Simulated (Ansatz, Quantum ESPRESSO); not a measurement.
# Lattice dynamics of HfPbO3 (Pm-3m) in two programs, part 4 of 5

How does HfPbO3 (Pm-3m) vibrate, and is this structure a minimum?

Quantum ESPRESSO 7.5; DFT LDA, scalar-relativistic, plane waves, PseudoDojo norm-conserving pseudopotentials.

So far, lowest frequency on the path (cm⁻¹): step 7 (interpolated phonon bands) -177; step 13 (ASR all) -177; step 14 (amass(1) 178.49, amass(2) 207.2, amass(3) 31.998) -125.

## 15. A second program

The same cell goes through another code at the same cutoff. The files are of one family, but Ansatz's library holds files of its own making for some heavy elements, so those for Pb may differ. Its k mesh is centred on Γ.

This step: DFT LDA, scalar-relativistic, plane waves, norm-conserving pseudopotentials of its library (PseudoDojo's, some remade) (Ansatz 0.2.0).

Contents of input.yaml:

```yaml
crystal:
  lattice:
    - [4.0633161858, 0.0, 0.0]
    - [0.0, 4.0633161858, 0.0]
    - [0.0, 0.0, 4.0633161858]
  atoms:
    - { symbol: Hf, position: [0.5, 0.5, 0.5] }
    - { symbol: Pb, position: [0.0, 0.0, 0.0] }
    - { symbol: O, position: [0.0, 0.5, 0.5] }
    - { symbol: O, position: [0.5, 0.0, 0.5] }
    - { symbol: O, position: [0.5, 0.5, 0.0] }
kpoints:
  mp_grid: { grid: [6, 6, 6] }
hamiltonian:
  xc: lda
  pseudopotentials: { kind: nc, accuracy: standard }
scf:
  occupations: { method: fixed }
output:
  eigenvalues: true
basis:
  ecutwfc: 1142.878
phonons:
  method: dfpt
  dielectric: true
  rigid_motions: translations
  qmesh: [2, 2, 2]
  temperatures: { t_max: 1000, t_step: 50 }
  qpath:
    path:
      - [[0.0, 0.0, 0.0], [0.0, 0.5, 0.0], [0.5, 0.5, 0.0], [0.0, 0.0, 0.0], [0.5, 0.5, 0.5], [0.0, 0.5, 0.0]]
      - [[0.5, 0.5, 0.5], [0.5, 0.5, 0.0]]
    npoints: 12
```

Started as:

```console
> ansatz run input.yaml --threads 4 --pin off --max-ram 16384MiB --backend cpu --events-out ev --progress --plain --runs-dir out
```

Log:

```text
Warning: basis.ecutwfc = 1142.878 eV is below the records' recommended 1142.878222 eV, and the density's cutoff is lower with it unless basis.ecutrho_ratio is high enough to keep the records' density cutoff: compare with a run at a higher cutoff
Engine: ansatz 0.2.0, aarch64-unknown-linux-gnu
Pseudopotentials: kind: nc
Pseudopotential: Hf, nc, valence charge 12, recommended cutoff 789.130201 eV (normal), Hf.nc.azcp (PseudoDojo's, or run here from an input of PseudoDojo's; its table is named by hamiltonian.pseudopotentials.accuracy)
Pseudopotential: Pb, nc, valence charge 14, recommended cutoff 761.918815 eV (normal), Pb.nc.azcp (PseudoDojo's, or run here from an input of PseudoDojo's; its table is named by hamiltonian.pseudopotentials.accuracy)
Pseudopotential: O, nc, valence charge 6, recommended cutoff 1142.878222 eV (normal), O.nc.azcp (PseudoDojo's, or run here from an input of PseudoDojo's; its table is named by hamiltonian.pseudopotentials.accuracy)
Functional definition: SPW92
  exchange = slater_x
  correlation = pw_c
Crystal: 5 atoms, lattice volume = 67.088 Å³
Basis set: ecut = 1142.878 eV, 5887 PW (Γ), exchange–correlation on 90×90×90 points (8 copies of the dense FFT grid, shifted against one another)
Bands: 27, of which v1, the nominal top of the filled ones, is band 22 counted from 1 (21 counted from 0)
Symmetry: 48 space group operations
k-points: 80 of 216 (irreducible under 2 space group operations, time reversal used)
Non-local potential: Hf, projectors of the file, l = 0: 2, l = 1: 2, l = 2: 2, l = 3: 2
Non-local potential: Pb, projectors of the file, l = 0: 2, l = 1: 2, l = 2: 2
Non-local potential: O, projectors of the file, l = 0: 2, l = 1: 2, l = 2: 1
Initial density: superposition of atomic densities (chi_scale 0.1, normalization cell, long waves kept (reshape's long-wave potential 0.00 eV rms))
Initial wavefunctions: pseudopotential atomic-orbital guess
Functional: x = slater, c = lda
SCF iter   1: F=—  HF=-4803.746058 eV  |F-HF|=—  |Δ(HF+E_count)|=         —  Δρ=6.38e-2  dr2=4.01e0  ethr=3.10e-3  ⟨swp⟩=5.7  Hψ=9189  notcnv=0  defer=216
preconditioner: auto → Resta (q_TF=auto, 2.543 Å⁻¹)  ε∞=4.9  [insulator: Δε(μ)=3.270 eV  Ē_g=13.696 eV  n_scr=18 (ndim 8)  ℏωp=27.2 eV  f_vac=0.000  ε∞_Penn≈4.9]
SCF iter   2: F=—  HF=-4802.602540 eV  |F-HF|=—  |Δ(HF+E_count)|=    1.14e0  Δρ=3.59e-2  dr2=1.11e0  ethr=3.10e-3  ⟨swp⟩=2.6  Hψ=4483  notcnv=0  defer=204
SCF iter   3: F=—  HF=-4802.200886 eV  |F-HF|=—  |Δ(HF+E_count)|=   4.02e-1  Δρ=1.70e-2  dr2=2.49e-1  ethr=2.51e-3  ⟨swp⟩=2.9  Hψ=4505  notcnv=0  defer=202
SCF iter   4: F=—  HF=-4802.129108 eV  |F-HF|=—  |Δ(HF+E_count)|=   7.18e-2  Δρ=3.66e-3  dr2=4.76e-3  ethr=5.67e-4  ⟨swp⟩=2.8  Hψ=4015  notcnv=0  defer=231
SCF iter   5: F=—  HF=-4802.127491 eV  |F-HF|=—  |Δ(HF+E_count)|=   1.62e-3  Δρ=1.20e-3  dr2=8.69e-4  ethr=1.08e-5  ⟨swp⟩=3.0  Hψ=6005  notcnv=0  defer=228
SCF iter   6: F=—  HF=-4802.127289 eV  |F-HF|=—  |Δ(HF+E_count)|=   2.01e-4  Δρ=2.99e-4  dr2=4.07e-5  ethr=1.98e-6  ⟨swp⟩=2.2  Hψ=3111  notcnv=0  defer=228
SCF iter   7: F=—  HF=-4802.127287 eV  |F-HF|=—  |Δ(HF+E_count)|=   2.27e-6  Δρ=4.35e-5  dr2=9.94e-7  ethr=9.24e-8  ⟨swp⟩=2.5  Hψ=3655  notcnv=0  defer=228
SCF iter   8: F=—  HF=-4802.127231 eV  |F-HF|=—  |Δ(HF+E_count)|=   5.63e-5  Δρ=1.02e-5  dr2=3.94e-8  ethr=2.26e-9  ⟨swp⟩=2.9  Hψ=4141  notcnv=0  defer=227
SCF iter   9: F=—  HF=-4802.127231 eV  |F-HF|=—  |Δ(HF+E_count)|=   8.97e-9  Δρ=1.36e-6  dr2=8.31e-10  ethr=8.96e-11  ⟨swp⟩=2.4  Hψ=3772  notcnv=0  defer=227
SCF iter  10: F=-4802.127231 eV  HF=-4802.127231 eV  |F-HF|=4.55e-12  |Δ(HF+E_count)|=  4.18e-11  Δρ=2.22e-7  dr2=1.89e-11  ethr=1.00e-12  ⟨swp⟩=18.5  Hψ=19642  notcnv=0
SCF 1 converged in 10 iterations: F = -4802.127231 eV  dr2 = 1.89e-11
DFPT response loops at Γ: preconditioner auto → none (the input reference at scf.mixing.eps_inf says where Resta's filter doesn't serve); β = 0.50; Broyden in place of MSR1
── the response to a field inside a basis, on 6×6×6 k-points: an SCF that follows is theirs, and a resumed run solves both again ──
Bands: 23, of which v1, the nominal top of the filled ones, is band 22 counted from 1 (21 counted from 0)
k-points: 10 of 216
Initial density: handed on by an earlier stage of this run
Initial wavefunctions: pseudopotential atomic-orbital guess (no wavefunctions were taken with the density)
Eigensolver: Dense (10 Hₖ)
SCF iter   1: F=—  HF=-4802.111675 eV  |F-HF|=—  |Δ(HF+E_count)|=         —  Δρ=1.85e-4  dr2=2.20e-6  ethr=1.00e-1
preconditioner: auto → Resta (q_TF=auto, 2.543 Å⁻¹)  ε∞=4.8  [insulator: Δε(μ)=3.166 eV  Ē_g=15.127 eV  n_scr=18 (ndim 8)  ℏωp=29.4 eV  f_vac=0.000  ε∞_Penn≈4.8]
SCF iter   2: F=—  HF=-4802.111676 eV  |F-HF|=—  |Δ(HF+E_count)|=   1.61e-6  Δρ=9.64e-5  dr2=5.73e-7  ethr=5.00e-9
SCF iter   3: F=-4802.111677 eV  HF=-4802.111677 eV  |F-HF|=6.61e-8  |Δ(HF+E_count)|=   6.45e-7  Δρ=1.27e-5  dr2=8.28e-8  ethr=1.30e-9
SCF 1 converged in 3 iterations: F = -4802.111677 eV  dr2 = 8.28e-8
DFPT response loops at Γ: mixed as the last ones told, above
WARN: field response: ε∞ stands inside a basis, on 6×6×6 points; the force constants stand on the 6×6×6 k-mesh, whose period is 11.23 times the interband length at k = (0.0000, 0.0000, -0.5000), direct gap 2.409 eV, under 14: take them and everything formed from them as unconverged, and compare with a denser kpoints.mp_grid
NSCF: frozen V_eff on 20 k-points
NSCF: frozen V_eff on 128 k-points
DFPT response loops at q = (0, 0, -0.5) (fractional): preconditioner auto → Resta (q_TF=auto, 2.543 Å⁻¹)  ε∞=5.0 (no band partly filled); β = 1.00, the filter's whole step (`scf.mixing.beta` (0.50) is not read by the response loops at its default; to damp them type it under 1.00, their step now; it binds the ground state too); Broyden in place of MSR1
NSCF: frozen V_eff on 128 k-points
DFPT response loops at q = (0, -0.5, -0.5) (fractional): mixed as the last ones told, above
NSCF: frozen V_eff on 128 k-points
DFPT response loops at q = (-0.5, -0.5, -0.5) (fractional): mixed as the last ones told, above
SCF converged after 10 iterations
Free energy (F): -4802.127231 eV
Harris-Foulkes:  -4802.127231 eV  (|F-HF|=4.55e-12)
Internal energy: -4802.127231 eV  (E = F + TS)
E sigma→0 (E₀):  -4802.127231 eV
Fermi energy:    10.413559 eV
--- Per-component energies (eV) ---
  E_band       = -134.867418
  E_kinetic    = 2242.208515
  E_local      = -2499.302126  (includes V_loc(G=0)·N_el)
  E_nonlocal   = -538.168866
  E_hartree    = 801.064740
  E_xc         = -1261.600762
  E_vxc        = -941.734468  (∫ρ·V_xc dr)
  E_ewald      = -3546.328732
  E_smearing   = -0.000000  (= −TS)
  E_closure    = 0.000000  (closes the sum)
  Σ components = -4802.127231   (vs F -4802.127231, Δ=0.00e0)
--- Band table (eV; the first three rows and the last of 80) ---
  k-point 0: bands = [... 18 lower, 9.2300, 9.9418, 9.9418, 9.9418, 14.5880, 14.5880, 14.5880, 17.1596, ... 1 higher]
  k-point 1: bands = [... 18 lower, 9.1635, 9.3199, 9.8881, 9.8881, 14.6023, 15.1415, 15.1415, 15.7839, ... 1 higher]
  k-point 2: bands = [... 18 lower, 9.0364, 9.7024, 9.8764, 9.8764, 13.8759, 14.6314, 15.7681, 15.7681, ... 1 higher]
  k-point 79: bands = [... 18 lower, 6.2278, 10.2705, 10.2705, 10.2705, 16.3565, 16.3565, 16.3565, 18.7931, ... 1 higher]
--- Phonons (Γ-DFPT): 4 representative perturbations + reference, on 80 of 216 k-points (Σ response iterations 12) ---
  k mesh reduced under 2 symmetry operations, with k and −k counted as one. Each operation leaves every solved perturbation unchanged. A smaller set is not considered because the run solves the response to a homogeneous field
  ASR residual: 1.294e-4 → 0.000e0 eV/Å²; symmetrization residual: 6.638e-6 eV/Å²
  ASR residual per site (eV/Å²): 4.24e-5 1.29e-4 2.01e-5 2.01e-5 2.01e-5
  Γ frequencies (cm⁻¹): -119.78 -119.78 -119.78 0.00 0.00 0.00 109.40 109.40 109.40 143.72 143.72 143.72 596.38 596.38 596.38
  ε∞ (high-frequency dielectric tensor):
        6.641948     0.000000     0.000000
        0.000000     6.641948     0.000000
        0.000000     0.000000     6.641948
  softest optical mode at Γ: -119.78 cm⁻¹; the repairs (sum rule, projections) moved no ω² at Γ by more than (1.43 cm⁻¹)²
  Born effective charges Z* (e; rows j = field, columns β = displacement):
    site 0:
         5.69551    0.00000    0.00000
         0.00000    5.69551    0.00000
         0.00000    0.00000    5.69551
    site 1:
         3.91831   -0.00000   -0.00000
        -0.00000    3.91831    0.00000
         0.00000    0.00000    3.91831
    site 2:
        -4.58510   -0.00000    0.00000
        -0.00000   -2.51436    0.00000
         0.00000    0.00000   -2.51436
    site 3:
        -2.51436    0.00000   -0.00000
         0.00000   -4.58510    0.00000
        -0.00000    0.00000   -2.51436
    site 4:
        -2.51436    0.00000    0.00000
        -0.00000   -2.51436    0.00000
         0.00000    0.00000   -4.58510
  Z* charge neutrality: 9.635e-3 e pre-enforcement
  solved inside a basis spanned on kpoints, on 6×6×6 k-points, its susceptibility summed on 10×10×10: ε∞ is read to err by 2.7e-2, Z* by 4.3e-2 e (field_mesh: kpoints solves on kpoints); Z* is corrected for what the basis lacks
  optical modes at Γ without the LO–TO term, one row a degenerate level:
      ω (cm⁻¹)  modes    IR ((D/Å)²/amu)
       -119.78      3            68.7489
        109.40      3             0.0000
        143.72      3            33.7258
        596.38      3            60.8783
  optical modes at Γ + LO–TO along q̂ = [1.0000, 0.0000, 0.0000]:
      ω (cm⁻¹)  modes    IR ((D/Å)²/amu)
       -119.78      2            45.8326
         82.75      1             0.3962
        109.40      3             0.0000
        143.72      2            22.4839
        340.65      1            14.8623
        596.38      2            40.5855
        706.91      1            39.1925
  optical modes at Γ + LO–TO along q̂ = [0.0000, 1.0000, 0.0000]:
      ω (cm⁻¹)  modes    IR ((D/Å)²/amu)
       -119.78      2            45.8326
         82.75      1             0.3962
        109.40      3             0.0000
        143.72      2            22.4839
        340.65      1            14.8623
        596.38      2            40.5855
        706.91      1            39.1925
  optical modes at Γ + LO–TO along q̂ = [0.0000, 0.0000, 1.0000]:
      ω (cm⁻¹)  modes    IR ((D/Å)²/amu)
       -119.78      2            45.8326
         82.75      1             0.3962
        109.40      3             0.0000
        143.72      2            22.4839
        340.65      1            14.8623
        596.38      2            40.5855
        706.91      1            39.1925
--- Phonons (arbitrary-q DFPT): 4 irreducible q on the 2×2×2 mesh ---
  q = [0.0000, 0.0000, 0.0000] (star 1, of the zone-centre solve; hermiticity 3.68e-7, symmetrization 3.50e-7): -119.78 -119.78 -119.78 -0.00 -0.00 0.00 109.40 109.40 109.40 143.72 143.72 143.72 596.38 596.38 596.38
  q = [0.0000, 0.0000, -0.5000] (star 3, 9 solved perturbations in 504 linear systems a pass and spin channel, the states on 64 of 216 k-point pairs; hermiticity 5.11e-7, symmetrization 1.91e-13): -45.03 -45.03 66.98 66.98 99.75 143.82 143.82 160.03 179.73 216.21 216.21 362.93 591.46 591.46 801.52
  q = [0.0000, -0.5000, -0.5000] (star 3, 9 solved perturbations in 504 linear systems a pass and spin channel, the states on 64 of 216 k-point pairs; hermiticity 5.05e-8, symmetrization 4.92e-14): -169.78 -76.80 -76.80 15.04 93.41 148.19 148.19 236.42 236.42 253.09 253.09 379.65 585.34 670.77 853.91
  q = [-0.5000, -0.5000, -0.5000] (star 1, 4 solved perturbations in 184 linear systems a pass and spin channel, the states on 64 of 216 k-point pairs; hermiticity 1.36e-8, symmetrization 1.89e-13): -176.72 -176.72 -176.72 -38.27 -38.27 -38.27 221.90 221.90 221.90 319.26 319.26 319.26 661.57 661.57 883.23
  sum rule: each row above includes the acoustic sum rule's correction from the zone centre's row sums; it moved no ω² by more than (0.58 cm⁻¹)²
  mesh force constants: q→R imaginary residual 1.13e-17; ASR residual 1.294e-4 → 0.000e0 eV/Å²; symmetrization residual 2.132e-14 eV/Å²
  interpolated dispersion: 75 rows × 15 modes
  density of states and harmonic sums: on the 16×16×16 q-mesh, interpolated from the force constants of a 2×2×2 supercell (with the dipole–dipole term)
  largest difference from the sums on the solved wave vectors: F 2.31e-2 eV, S 3.43e-5 and C_V 1.68e-5 eV/K
  zero-point energy: 0.225700 eV/cell   skipped modes (ω ≤ 0): 543, of them read as no rigid motion or as one in doubt: 540 (3.248e0 modes/cell left out, lowest -176.72 cm⁻¹)   left out of the sums: 2.17e-1 of the cell's modes: C_V's classical limit lies that fraction below 3 k_B per atom; for a crystal, a wire or a layer, F and S can be off by more, and a phonons.interpolated_qmesh denser along its periods is the remedy for the sampling
```

It took 4.4 min on 4 threads of Arm Neoverse V2, shared host; peak memory 2.5 GiB.

This step gave:

```yaml
gap_on_the_k_mesh: 2.409 eV
sum_rule_residual_before_enforcement: 1.29e-4 eV/Å²
miss_of_the_charge_sum_rule: 0.009635 e
estimated_error_of_the_dielectric_tensor: 0.02663
estimated_error_of_the_born_charges: 0.04295 e
lowest_frequency_on_the_path: -176.7 cm⁻¹
share_of_modes_beyond_3i_cm_minus1_on_the_dense_interpolated_mesh: 0.2162
highest_optical_zone_centre_mode_no_lo_to_term: 596.4 cm⁻¹
mean_high_frequency_dielectric_constant: 6.642
highest_mode_moved_by_the_lo_to_term: 706.9 cm⁻¹
```

Transverse modes; imaginary modes left out. Lines of the infrared spectrum (strongest = 100):

```csv
position (cm⁻¹),label,"IR intensity ((D/Å)²/amu), degenerate modes summed, relative"
109,T2u,0.0
144,T1u,55
596,T1u,100
```

The log warns that the force constants on this k mesh are to be taken as unconverged.

## 16. Side by side: QE PseudoDojo and Ansatz, library NC

Worked out from the results:

- root-mean-square difference: 0.03 cm⁻¹
- largest difference: 0.07 cm⁻¹
- root-mean-square difference on the path: 0.2 cm⁻¹
- largest difference on the path: 1.1 cm⁻¹

The two runs side by side. Further quantities:

```csv
quantity,QE PseudoDojo,"Ansatz, library NC"
mean ε∞,6.688,6.642
"largest Born charge in size (e; the first before, the second after the charge sum rule)",5.696,5.696
```

The interpolated bands of the two lie on top of each other.

At the solved wavevectors the largest difference (acoustic modes at Γ apart) is 0.008 % of the highest mode.

(Part 4 of 5 ends here.)

[Host names and launcher messages were left out of these logs when they were recorded.]

[Logs are printed without paths, hosts, clocks, repeated set-up lines and the standing remarks that a program may print on its own settings, such as how far it seeks lower states.]

[Hosts, paths, dates, database ids (printed as entryN), source tags and the programs' standing remarks are cut or masked in the printed files.]
